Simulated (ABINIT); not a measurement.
## Beyond one shot: CaO (Fm-3m)

Aim: iterate the self-energy on CaO (Fm-3m) and follow the gap from cycle to cycle.

Program: ABINIT 10.8.3. Level of theory: PBE and many-body steps on it, plane waves. Results are calculated unless marked as measured.

Most raw output is cut from this account.

**1. The structure**

Symmetry: Fm-3m, No. 225, cubic system. Conventional cell: a = 4.807 Å, b = 4.807 Å, c = 4.807 Å, α = 90.00°, β = 90.00°, γ = 90.00°. Ca has 6 O at 2.40 Å nearest. O has 6 Ca at 2.40 Å nearest. Farther neighbours and most contacts between anions are not listed.

The cell and positions are those that the Materials Project relaxed with its own functionals (PBE, PBE+U or r2SCAN), kept fixed.

**2. Empty states on the mesh, 4×4×4 mesh, 45 bands**

This step: ABINIT 10.8.3; DFT, PBE, plane waves, norm-conserving pseudopotentials.

The sums over transitions need many empty states on a uniform mesh; this step solves for them.

run.abi reads:

```
acell 3*1.0 Angstrom
rprim 
  -0.000000000000 2.403555696000 2.403555696000
  2.403555696000 -0.000000000000 2.403555696000
  2.403555696000 2.403555696000 -0.000000000000
ntypat 2
znucl 20 8
natom 2
typat 1 2
xred 
  0.000000000000 0.000000000000 0.000000000000
  0.500000000000 0.500000000000 0.500000000000
pp_dirpath "pseudos"
pseudos "Ca.upf, O.upf"
ecut 36
ngkpt 4 4 4
nshiftk 1
shiftk 0 0 0
kptopt 1
chksymbreak 0
iscf -2
irdden 1
istwfk *1
nband 45
nbdbuf 4
tolwfr 1e-09
nstep 60
prtvol 0
indata_prefix "in"
outdata_prefix "out"
tmpdata_prefix "tmp"
```

Run with:

```bash
> OMP_NUM_THREADS=1 mpirun -n 4 abinit run.abi > log
```

Wall time 5.9 s (4 MPI ranks of Arm Neoverse V1, shared host); peak memory 0.26 GiB; 23 s of CPU time.

This step gave:

- gap: 3.662 eV
- k of the valence top: 0, 0, 0
- k of the conduction bottom: 0.5, 0.5, 0
- least direct gap: 4.035 eV
- k points computed: 8
- lowest point of the top converged band, above the valence top: 54.2486 eV

On this mesh the gap is 3.662 eV.

The density comes from a self-consistent run that is not shown.

**3. Screening, 4×4×4 mesh, 41 bands, screening to 130.6 eV**

The RPA dielectric matrix is built and inverted for each q.

This step: RPA screening on PBE, plane waves, norm-conserving pseudopotentials.

run.abi, as its differences from that of step 2:

```diff
@@ -20,10 +20,11 @@
 chksymbreak 0
-iscf -2
-irdden 1
 istwfk *1
-nband 45
-nbdbuf 4
-tolwfr 1e-09
-nstep 60
-prtvol 0
+occopt 1
+irdwfk 1
+optdriver 3
+nband 41
+ecuteps 4.8
+inclvkb 2
+awtr 1
+symchi 1
 indata_prefix "in"
```

Run time: 5.9 s. Hardware: 4 MPI ranks; peak memory 0.42 GiB; 23 s of CPU time.

Numbers from this step:

```
ε∞ with local fields, on this mesh, along the program's q direction : 3.665
the same without local fields                                       : 4.016
plasma frequency                                                    : 28.19 eV
plane waves in the screening matrix                                 : 113
```

Local fields lower ε∞ by 9 %. On a Γ-centred mesh this coarse the value itself is usually too large, while a short band sum pulls it down.

**4. G0W0**

The self-energy is evaluated for the states that the input lists, and the levels follow from it, in one-shot runs by the linearised quasiparticle equation.

This step: G0W0 on PBE, plane waves, norm-conserving pseudopotentials.

run.abi, as its differences from that of step 3:

```diff
@@ -23,8 +23,17 @@
 irdwfk 1
-optdriver 3
+optdriver 4
 nband 41
+gwcalctyp 0
+ecutsigx 36
+symsigma 1
+nkptgw 2
+kptgw 
+  0.0000000000 0.0000000000 0.0000000000
+  0.5000000000 0.5000000000 0.0000000000
+bdgw 
+  6 12
+  7 10
 ecuteps 4.8
-inclvkb 2
-awtr 1
-symchi 1
+irdscr 1
+ppmodel 1
 indata_prefix "in"
```

The job ended after 3.4 s (4 MPI ranks; peak memory 0.42 GiB).

This step gave:

| Property | Result |
| --- | --- |
| G0W0 gap on the points computed | 5.720 eV |
| starting gap on the mesh | 3.662 eV |
| k of the valence top | 0, 0, 0 |
| k of the conduction bottom | 0.5, 0.5, 0 |
| Z at the valence top | 0.789 |
| Z at the conduction bottom | 0.852 |
| least direct G0W0 gap on the computed points | 6.048 eV |

The gap on the mesh goes from 3.66 eV to 5.72 eV, a correction of +2.06 eV.

**5. evGW0, cycle 1**

This step: evGW0 on PBE, plane waves, norm-conserving pseudopotentials.

run.abi, as its differences from that of step 4:

```diff
@@ -25,12 +25,24 @@
 nband 41
-gwcalctyp 0
+gwcalctyp 10
 ecutsigx 36
 symsigma 1
-nkptgw 2
+nkptgw 8
 kptgw 
   0.0000000000 0.0000000000 0.0000000000
+  0.2500000000 0.0000000000 0.0000000000
+  0.5000000000 0.0000000000 0.0000000000
+  0.2500000000 0.2500000000 0.0000000000
+  0.5000000000 0.2500000000 0.0000000000
+  -0.2500000000 0.2500000000 0.0000000000
   0.5000000000 0.5000000000 0.0000000000
+  -0.2500000000 0.5000000000 0.2500000000
 bdgw 
-  6 12
-  7 10
+  1 14
+  1 14
+  1 14
+  1 14
+  1 14
+  1 14
+  1 14
+  1 14
 ecuteps 4.8
```

Run time: 23 s. Hardware: 4 MPI ranks; peak memory 0.78 GiB; 93 s of CPU time.

This step gave:

```yaml
quasiparticle_gap_on_the_mesh: 6.125 eV
gap_of_the_density_functional_on_the_mesh: 3.662 eV
k_of_the_valence_top: 0, 0, 0
k_of_the_conduction_bottom: 0.5, 0.5, 0
z_at_the_valence_top: 0.789
z_at_the_conduction_bottom: 0.852
least_direct_quasiparticle_gap_on_the_computed_points: 6.327 eV
```

Against G0W0 in ABINIT (4×4×4 mesh, 41 bands, screening to 130.6 eV, Godby-Needs plasmon pole), the gap moves by +0.405 eV. This first cycle still uses the starting levels; it takes the full correction, at all points of the mesh, and its linearised value is 5.720 eV.

**6. evGW0, cycle 2**

The corrected levels of the last cycle go back in.

run.abi, as its differences from that of step 5:

```diff
@@ -50,2 +50,3 @@
 ppmodel 1
+irdqps 1
 indata_prefix "in"
```

Run time: 23 s. Hardware: 4 MPI ranks; peak memory 0.78 GiB.

This step gave:

- quasiparticle gap on the mesh: 6.078 eV
- gap of the density functional on the mesh: 3.662 eV
- k of the valence top: 0, 0, 0
- k of the conduction bottom: 0.5, 0.5, 0
- least direct quasiparticle gap on the computed points: 6.318 eV

Against the cycle before, the gap moves by −0.047 eV.

**7. evGW0, cycle 3**

run.abi is that of step 6.

Elapsed: 23 s, on 4 MPI ranks; peak memory 0.78 GiB.

Numbers from this step:

| Item | Value |
| --- | --- |
| quasiparticle gap on the mesh | 6.067 eV |
| gap of the density functional on the mesh | 3.662 eV |
| k of the valence top | 0, 0, 0 |
| k of the conduction bottom | 0.5, 0.5, 0 |
| least direct quasiparticle gap on the computed points | 6.306 eV |

Against the cycle before, the gap moves by −0.011 eV.

**8. evGW0, cycle 4**

run.abi is that of step 7.

Elapsed: 23 s, on 4 MPI ranks; peak memory 0.78 GiB; 92 s of CPU time.

This step gave:

- quasiparticle gap on the mesh: 6.07 eV
- gap of the density functional on the mesh: 3.662 eV
- k of the valence top: 0, 0, 0
- k of the conduction bottom: 0.5, 0.5, 0
- least direct quasiparticle gap on the computed points: 6.309 eV

Against the cycle before, the gap moves by +0.003 eV.

**9. Screening, 4×4×4 mesh, 41 bands, screening to 130.6 eV**

This step: RPA screening on PBE, plane waves, norm-conserving pseudopotentials.

run.abi reads:

```
acell 3*1.0 Angstrom
rprim 
  -0.000000000000 2.403555696000 2.403555696000
  2.403555696000 -0.000000000000 2.403555696000
  2.403555696000 2.403555696000 -0.000000000000
ntypat 2
znucl 20 8
natom 2
typat 1 2
xred 
  0.000000000000 0.000000000000 0.000000000000
  0.500000000000 0.500000000000 0.500000000000
pp_dirpath "pseudos"
pseudos "Ca.upf, O.upf"
ecut 36
ngkpt 4 4 4
nshiftk 1
shiftk 0 0 0
kptopt 1
chksymbreak 0
istwfk *1
occopt 1
irdwfk 1
optdriver 3
nband 41
ecuteps 4.8
inclvkb 2
awtr 1
symchi 1
gwcalctyp 10
mbpt_sciss 2.796 eV
nqptdm 1
qptdm 
  0 0 0
indata_prefix "in"
outdata_prefix "out"
tmpdata_prefix "tmp"
```

It took 2.7 s on 4 MPI ranks; peak memory 0.11 GiB.

This step gave:

```
ε∞ with local fields, on this mesh, along the program's q direction : 3.035
the same without local fields                                       : 3.285
plasma frequency                                                    : 28.19 eV
plane waves in the screening matrix                                 : 113
```

This screening uses the functional's bands under a rigid shift, the mean opening of the cycle before.

**10. Screening, 4×4×4 mesh, 41 bands, screening to 130.6 eV**

This step: RPA screening on PBE from quasiparticle energies, plane waves, norm-conserving pseudopotentials.

run.abi, as its differences from that of step 9:

```diff
@@ -29,7 +29,13 @@
 symchi 1
+irdqps 1
 gwcalctyp 10
-mbpt_sciss 2.796 eV
-nqptdm 1
+nqptdm 7
 qptdm 
-  0 0 0
+  0.2500000000 0.0000000000 0.0000000000
+  0.5000000000 0.0000000000 0.0000000000
+  0.2500000000 0.2500000000 0.0000000000
+  0.5000000000 0.2500000000 0.0000000000
+  -0.2500000000 0.2500000000 0.0000000000
+  0.5000000000 0.5000000000 0.0000000000
+  -0.2500000000 0.5000000000 0.2500000000
 indata_prefix "in"
```

mrgscr.stdin reads:

```
2
merged
q0_SCR
out_SCR
1
```

Run with:

```bash
> OMP_NUM_THREADS=1 mpirun -n 4 abinit run.abi > log; mrgscr < mrgscr.stdin
```

Wall time 5.5 s (4 MPI ranks); peak memory 0.4 GiB; 22 s of CPU time.

Numbers from this step:

```yaml
plasma_frequency: 28.19 eV
plane_waves_in_the_screening_matrix: 113
```

This screening reads the quasiparticle levels of the cycle before.

**11. evGW, cycle 1**

This step: evGW on PBE, plane waves, norm-conserving pseudopotentials.

run.abi, as its differences from that of step 10:

```diff
@@ -23,12 +23,10 @@
 irdwfk 1
-optdriver 3
+optdriver 4
 nband 41
-ecuteps 4.8
-inclvkb 2
-awtr 1
-symchi 1
-irdqps 1
 gwcalctyp 10
-nqptdm 7
-qptdm 
+ecutsigx 36
+symsigma 1
+nkptgw 8
+kptgw 
+  0.0000000000 0.0000000000 0.0000000000
   0.2500000000 0.0000000000 0.0000000000
@@ -40,2 +38,15 @@
   -0.2500000000 0.5000000000 0.2500000000
+bdgw 
+  1 14
+  1 14
+  1 14
+  1 14
+  1 14
+  1 14
+  1 14
+  1 14
+ecuteps 4.8
+irdscr 1
+ppmodel 1
+irdqps 1
 indata_prefix "in"
```

Run with:

```bash
> OMP_NUM_THREADS=1 mpirun -n 4 abinit run.abi > log
```

Run time: 23 s. Hardware: 4 MPI ranks; peak memory 0.78 GiB; 93 s of CPU time.

Numbers from this step:

| Quantity | Value |
| --- | --- |
| quasiparticle gap on the mesh | 6.767 eV |
| gap of the density functional on the mesh | 3.662 eV |
| k of the valence top | 0, 0, 0 |
| k of the conduction bottom | 0.5, 0.5, 0 |
| least direct quasiparticle gap on the computed points | 6.968 eV |

Against G0W0 in ABINIT (4×4×4 mesh, 41 bands, screening to 130.6 eV, Godby-Needs plasmon pole), the gap moves by +1.047 eV.

**12. Screening, 4×4×4 mesh, 41 bands, screening to 130.6 eV**

This step: RPA screening on PBE, plane waves, norm-conserving pseudopotentials.

run.abi reads:

```
acell 3*1.0 Angstrom
rprim 
  -0.000000000000 2.403555696000 2.403555696000
  2.403555696000 -0.000000000000 2.403555696000
  2.403555696000 2.403555696000 -0.000000000000
ntypat 2
znucl 20 8
natom 2
typat 1 2
xred 
  0.000000000000 0.000000000000 0.000000000000
  0.500000000000 0.500000000000 0.500000000000
pp_dirpath "pseudos"
pseudos "Ca.upf, O.upf"
ecut 36
ngkpt 4 4 4
nshiftk 1
shiftk 0 0 0
kptopt 1
chksymbreak 0
istwfk *1
occopt 1
irdwfk 1
optdriver 3
nband 41
ecuteps 4.8
inclvkb 2
awtr 1
symchi 1
gwcalctyp 10
mbpt_sciss 3.509 eV
nqptdm 1
qptdm 
  0 0 0
indata_prefix "in"
outdata_prefix "out"
tmpdata_prefix "tmp"
```

It took 2.7 s on 4 MPI ranks; peak memory 0.11 GiB.

Numbers from this step:

| Item | Value |
| --- | --- |
| ε∞ with local fields, on this mesh, along the program's q direction | 2.926 |
| the same without local fields | 3.159 |
| plasma frequency | 28.19 eV |
| plane waves in the screening matrix | 113 |

This screening uses the functional's bands under a rigid shift, the mean opening of the cycle before.

**13. Screening, 4×4×4 mesh, 41 bands, screening to 130.6 eV**

This step: RPA screening on PBE from quasiparticle energies, plane waves, norm-conserving pseudopotentials.

run.abi, as its differences from that of step 12:

```diff
@@ -29,7 +29,13 @@
 symchi 1
+irdqps 1
 gwcalctyp 10
-mbpt_sciss 3.509 eV
-nqptdm 1
+nqptdm 7
 qptdm 
-  0 0 0
+  0.2500000000 0.0000000000 0.0000000000
+  0.5000000000 0.0000000000 0.0000000000
+  0.2500000000 0.2500000000 0.0000000000
+  0.5000000000 0.2500000000 0.0000000000
+  -0.2500000000 0.2500000000 0.0000000000
+  0.5000000000 0.5000000000 0.0000000000
+  -0.2500000000 0.5000000000 0.2500000000
 indata_prefix "in"
```

mrgscr.stdin is that of step 10.

Run with:

```bash
> OMP_NUM_THREADS=1 mpirun -n 4 abinit run.abi > log; mrgscr < mrgscr.stdin
```

The job ended after 5.5 s (4 MPI ranks; peak memory 0.4 GiB; 22 s of CPU time).

This step gave:

```yaml
plasma_frequency: 28.19 eV
plane_waves_in_the_screening_matrix: 113
```

This screening reads the quasiparticle levels of the cycle before.

**14. evGW, cycle 2**

This step: evGW on PBE, plane waves, norm-conserving pseudopotentials.

run.abi, as its differences from that of step 13:

```diff
@@ -23,12 +23,10 @@
 irdwfk 1
-optdriver 3
+optdriver 4
 nband 41
-ecuteps 4.8
-inclvkb 2
-awtr 1
-symchi 1
-irdqps 1
 gwcalctyp 10
-nqptdm 7
-qptdm 
+ecutsigx 36
+symsigma 1
+nkptgw 8
+kptgw 
+  0.0000000000 0.0000000000 0.0000000000
   0.2500000000 0.0000000000 0.0000000000
@@ -40,2 +38,15 @@
   -0.2500000000 0.5000000000 0.2500000000
+bdgw 
+  1 14
+  1 14
+  1 14
+  1 14
+  1 14
+  1 14
+  1 14
+  1 14
+ecuteps 4.8
+irdscr 1
+ppmodel 1
+irdqps 1
 indata_prefix "in"
```

Run with:

```bash
> OMP_NUM_THREADS=1 mpirun -n 4 abinit run.abi > log
```

The job ended after 23 s (4 MPI ranks; peak memory 0.78 GiB).

This step gave:

```
quasiparticle gap on the mesh                         : 6.883 eV
gap of the density functional on the mesh             : 3.662 eV
k of the valence top                                  : 0, 0, 0
k of the conduction bottom                            : 0.5, 0.5, 0
least direct quasiparticle gap on the computed points : 7.068 eV
```

Against the cycle before, the gap moves by +0.116 eV.

**15. Screening, 4×4×4 mesh, 41 bands, screening to 130.6 eV**

This step: RPA screening on PBE, plane waves, norm-conserving pseudopotentials.

run.abi reads:

```
acell 3*1.0 Angstrom
rprim 
  -0.000000000000 2.403555696000 2.403555696000
  2.403555696000 -0.000000000000 2.403555696000
  2.403555696000 2.403555696000 -0.000000000000
ntypat 2
znucl 20 8
natom 2
typat 1 2
xred 
  0.000000000000 0.000000000000 0.000000000000
  0.500000000000 0.500000000000 0.500000000000
pp_dirpath "pseudos"
pseudos "Ca.upf, O.upf"
ecut 36
ngkpt 4 4 4
nshiftk 1
shiftk 0 0 0
kptopt 1
chksymbreak 0
istwfk *1
occopt 1
irdwfk 1
optdriver 3
nband 41
ecuteps 4.8
inclvkb 2
awtr 1
symchi 1
gwcalctyp 10
mbpt_sciss 3.628 eV
nqptdm 1
qptdm 
  0 0 0
indata_prefix "in"
outdata_prefix "out"
tmpdata_prefix "tmp"
```

Wall time 2.7 s (4 MPI ranks); peak memory 0.11 GiB; 11 s of CPU time.

This step gave:

* ε∞ with local fields, on this mesh, along the program's q direction: 2.909
* the same without local fields: 3.139
* plasma frequency: 28.19 eV
* plane waves in the screening matrix: 113

This screening uses the functional's bands under a rigid shift, the mean opening of the cycle before.

**16. Screening, 4×4×4 mesh, 41 bands, screening to 130.6 eV**

This step: RPA screening on PBE from quasiparticle energies, plane waves, norm-conserving pseudopotentials.

run.abi, as its differences from that of step 15:

```diff
@@ -29,7 +29,13 @@
 symchi 1
+irdqps 1
 gwcalctyp 10
-mbpt_sciss 3.628 eV
-nqptdm 1
+nqptdm 7
 qptdm 
-  0 0 0
+  0.2500000000 0.0000000000 0.0000000000
+  0.5000000000 0.0000000000 0.0000000000
+  0.2500000000 0.2500000000 0.0000000000
+  0.5000000000 0.2500000000 0.0000000000
+  -0.2500000000 0.2500000000 0.0000000000
+  0.5000000000 0.5000000000 0.0000000000
+  -0.2500000000 0.5000000000 0.2500000000
 indata_prefix "in"
```

mrgscr.stdin is that of step 13.

Run with:

```bash
> OMP_NUM_THREADS=1 mpirun -n 4 abinit run.abi > log; mrgscr < mrgscr.stdin
```

Wall time 5.2 s (4 MPI ranks); peak memory 0.4 GiB; 21 s of CPU time.

This step gave:

| Property | Result |
| --- | --- |
| plasma frequency | 28.19 eV |
| plane waves in the screening matrix | 113 |

This screening reads the quasiparticle levels of the cycle before.

(Continued in part 2 of 2.)

[Paths, hosts, dates, memory and timing lines, banners, echoed tables and standing remarks are left out of the program output.]

[Logs are printed without paths, hosts, clocks, repeated set-up lines and the standing remarks that a program may print on its own settings, such as how far it seeks lower states.]

[Runs of the session that timed out or met a known fault of the program may be left out.]

[Hosts, paths, dates, database ids (printed as entryN), source tags and the programs' standing remarks are cut or masked in the printed files.]

[G0W0 gaps are taken among the corrected bands and points alone; a level outside them can change the order at an edge.]

[Where Ansatz stands beside ABINIT at settings called matched, ABINIT's density can come from a denser mesh and the files from another edition; pairs whose starting gaps differed by over 0.03 eV were left out, so agreement reads better than it is.]
